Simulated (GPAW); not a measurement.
## CdS (Greenockite): one start, several treatments of the self-energy

How much does the gap of CdS (Greenockite) depend on the approximation to the self-energy?

Program: GPAW 26.7.0. Level of theory: PBE and many-body steps on it, plane waves. Results are calculated unless marked as measured.

Report form: the programs' logs are mostly left out.

The database entry behind the starting cell differs from later determinations by our own check (about 0.35 % long), so it need not match the best structure at ambient conditions.

### Step 1. The structure

The structure is hexagonal, space group P6_3mc (No. 186). Conventional cell: a = 4.150 Å, b = 4.150 Å, c = 6.737 Å, α = 90.00°, β = 90.00°, γ = 120.00°. Nearest to Cd lie 4 S at 2.53 to 2.54 Å. Nearest to S lie 4 Cd at 2.53 to 2.54 Å. Farther neighbours and most contacts between anions are not listed.

As a file:

```
Cd S
1.0
     4.15000    0.00000    0.00000
    -2.07500    3.59401    0.00000
     0.00000    0.00000    6.73700
Cd S
2 2
Cartesian
  0.0000 2.3960 0.0000
  2.0750 1.1980 3.3685
  0.0000 2.3960 2.5264
  2.0750 1.1980 5.8949
```

The cell and positions come from the Crystallography Open Database and are kept as given unless a step says otherwise.

### Step 2. Empty states on the mesh, 3×3×4 mesh, 238 bands

This step: GPAW 26.7.0; DFT, PBE, plane waves, PAW.

The sums over transitions need many empty states on a uniform mesh; this step solves for them.

run.py

```python
import json
import numpy as np
from gpaw.mpi import world
from gpaw import GPAW

calc = GPAW('gs.gpw').fixed_density(kpts={'size': (3, 3, 4), 'gamma': True},
    parallel={'domain': 1, 'band': 1},
    txt='nscf.txt')
calc.diagonalize_full_hamiltonian(nbands=238)
calc.write('full.gpw', mode='all')
res = {}
kpts = calc.get_ibz_k_points()
res['kpts'] = kpts
res['eigenvalues'] = [calc.get_eigenvalues(kpt=k) for k in range(len(kpts))]
res['n_electrons'] = calc.get_number_of_electrons()

if world.rank == 0:
    with open('result.json', 'w') as f:
        json.dump(res, f, default=lambda x: x.tolist())
```

Command:

```sh
mpirun -n 4 gpaw python run.py
```

Wall time 73 s (4 MPI ranks of AMD EPYC 7571, shared host); peak memory 2.2 GiB.

Numbers from this step:

* gap: 1.178 eV
* k of the valence top: 0, 0, 0
* k of the conduction bottom: 0, 0, 0
* least direct gap: 1.178 eV
* k points computed: 10
* lowest point of the top converged band, above the valence top: 87.8098 eV

On this mesh the gap is 1.178 eV.

### Step 3. G0W0, Godby-Needs plasmon pole

Now the one-shot GW correction: screening in the RPA, then the self-energy of the levels asked for.

This step: G0W0 with a vertex from the rALDA kernel on PBE, plane waves, PAW.

run.py

```python
import json
import numpy as np
from gpaw.mpi import world
from gpaw.response.g0w0 import G0W0

gw = G0W0('full.gpw',
    filename='gw',
    kpts=[0],
    bands=(16, 20),
    ecut=100,
    nbands=228,
    integrate_gamma='WS',
    ppa=True,
    xc='rALDA',
    fxc_mode=None,
    fxc_modes=['GWP', 'GWS', 'GWG'],
    do_GW_too=True)
gw.calculate()
res = {mode: {k: v for k, v in r.items() if k != 'sigma_eskwn'}
       for mode, r in gw.all_results.items()}

if world.rank == 0:
    with open('result.json', 'w') as f:
        json.dump(res, f, default=lambda x: x.tolist())
```

Command:

```sh
mpirun -n 4 gpaw python run.py
```

Wall time 23 min (4 MPI ranks); peak memory 5.4 GiB.

This step gave:

| Property | Result |
| --- | --- |
| gap with the vertex in the polarisability | 1.960 eV |
| gap with the vertex in the self-energy | 2.260 eV |
| gap with the vertex in both | 2.170 eV |
| G0W0 gap on the points computed | 2.063 eV |
| least direct G0W0 gap on the computed points | 2.063 eV |
| Z at the valence top | 0.7847 |
| Z at the conduction bottom | 0.8137 |
| starting gap on the mesh | 1.178 eV |
| k of the valence top | 0, 0, 0 |
| k of the conduction bottom | 0, 0, 0 |

The gap on the mesh goes from 1.18 eV to 2.06 eV, a correction of +0.89 eV.

### Step 4. G0W0 with rALDA vertex

Changes to run.py since step 3:

```diff
@@ -9,4 +9,4 @@
     bands=(16, 20),
-    ecut=100,
-    nbands=228,
+    ecut=60,
+    nbands=106,
     integrate_gamma='WS',
@@ -14,5 +14,3 @@
     xc='rALDA',
-    fxc_mode=None,
-    fxc_modes=['GWP', 'GWS', 'GWG'],
-    do_GW_too=True)
+    fxc_mode='GWG')
 gw.calculate()
```

Command:

```sh
mpirun -n 4 gpaw python run.py
```

The job ended after 5.7 min (4 MPI ranks; peak memory 3 GiB; 23 min of CPU time).

This step gave:

| Quantity | Value |
| --- | --- |
| quasiparticle gap on the points computed | 2.172 eV |
| least direct quasiparticle gap on the computed points | 2.172 eV |
| Z at the valence top | 0.7914 |
| Z at the conduction bottom | 0.8240 |
| starting gap on the mesh | 1.178 eV |
| k of the valence top | 0, 0, 0 |
| k of the conduction bottom | 0, 0, 0 |

Against G0W0 in GPAW (3×3×4 mesh, 228 bands, screening to 100 eV, Godby-Needs plasmon pole), the gap moves by +0.108 eV.

### Step 5. The runs together

Times are wall times on 4 MPI ranks of AMD EPYC 7571, shared host, good to a factor of about two.

```csv
run,mesh,bands,screening cutoff (eV),DFT gap (eV),gap on the mesh (eV),direct (eV),time
"G0W0, Godby-Needs plasmon pole",3×3×4,228,100,1.178,2.063,2.063,23 min
G0W0 with rALDA vertex,3×3×4,106,60,1.178,2.172,2.172,5.7 min
```

### Step 6. What came out

```json
{
  "G0W0, Godby-Needs plasmon pole": "2.063 eV",
  "G0W0 with rALDA vertex": "2.172 eV",
  "known limits": "not at the basis limit; no spin-orbit coupling; coarse k mesh"
}
```

What this shows: G0W0 with rALDA vertex: +0.108 eV against G0W0, Godby-Needs plasmon pole, at other bands or cutoff, so not like for like. With the rALDA kernel as a vertex the gap is 1.96 eV (in the polarisability), 2.26 eV (in the self-energy) and 2.17 eV (in both), against 2.06 eV without. Bands and cutoff are finite, so the gap is not at the basis limit. The miss can reach some tenths of an eV and take either sign; the mesh is an error of its own. These stock PAW sets were not made for GW. In the G0W0 runs levels were corrected at 1 k point alone, so a gap called «on the mesh» is the least over those, and an edge elsewhere would be missed. The 3×3×4 mesh is coarse for this cell, which bears on the long-range parts of exchange and screening. The many-body steps are scalar-relativistic: spin-orbit coupling is not in them.

[Paths, hosts, dates, memory and timing lines, banners, echoed tables and standing remarks are left out of the program output.]

[Logs are printed without paths, hosts, clocks, repeated set-up lines and the standing remarks that a program may print on its own settings, such as how far it seeks lower states.]

[Runs of the session that timed out or met a known fault of the program may be left out.]

[Hosts, paths, dates, database ids (printed as entryN), source tags and the programs' standing remarks are cut or masked in the printed files.]
